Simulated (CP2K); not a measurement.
Consider acrylamide at its PBE geometry (Å).

```xyz
10

C    -1.7750   -0.2196    0.3751
C    -0.5679   -0.4078   -0.1671
C     0.5888    0.4628    0.2089
N     1.7692    0.1388   -0.4191
O     0.5098    1.3943    1.0175
H    -1.9205    0.5797    1.1030
H    -2.6260   -0.8451    0.1086
H    -0.4006   -1.2027   -0.8987
H     1.8325   -0.6015   -1.1061
H     2.5895    0.7011   -0.2220
```

Method: CP2K XAS_TDP, all-electron GAPW, PBEh(45%), aug-cc-pVDZ, TDA, GW2X-corrected core level, no relativity.

Q: Where do the O K-edge lines lie, and how strong are they?

Leading lines: O5 531.62 eV. The leading line of an atom is its first one with 35 % of the strongest within 2.5 eV of its lowest line over the strength cut. Core ionisation energies at this level: O5 536.72 eV.

The first six lines of each atom with a strength over 0.0015:

| atom | energy (eV) | states | strength, one atom | above the computed threshold |
| --- | --- | --- | --- | --- |
| O5 (bonded to C) | 531.62 | 1 | 0.0301 |  |
|  | 535.79 | 1 | 0.0019 |  |
|  | 535.83 | 1 | 0.0069 |  |
|  | 535.88 | 1 | 0.0015 |  |
|  | 537.50 | 1 | 0.0027 | yes |
|  | 537.80 | 1 | 0.0028 | yes |

Lines are vertical, at one geometry, with no vibrational structure. GW2X ionisation energies and lines can be off by 1 to 2 eV either way, and a good line position may hide errors that cancel. These values hold no scalar relativity, about 0.4 eV for O 1s. Rydberg lines, and the discretised continuum above threshold, depend on the basis and the box.

[Banner, clock and machine lines of the logs are left out without a mark of their own.]

[Logs are printed without paths, hosts, clocks, repeated set-up lines and the standing remarks that a program may print on its own settings, such as how far it seeks lower states.]

[Hosts, paths, dates, database ids (printed as entryN), source tags and the programs' standing remarks are cut or masked in the printed files.]
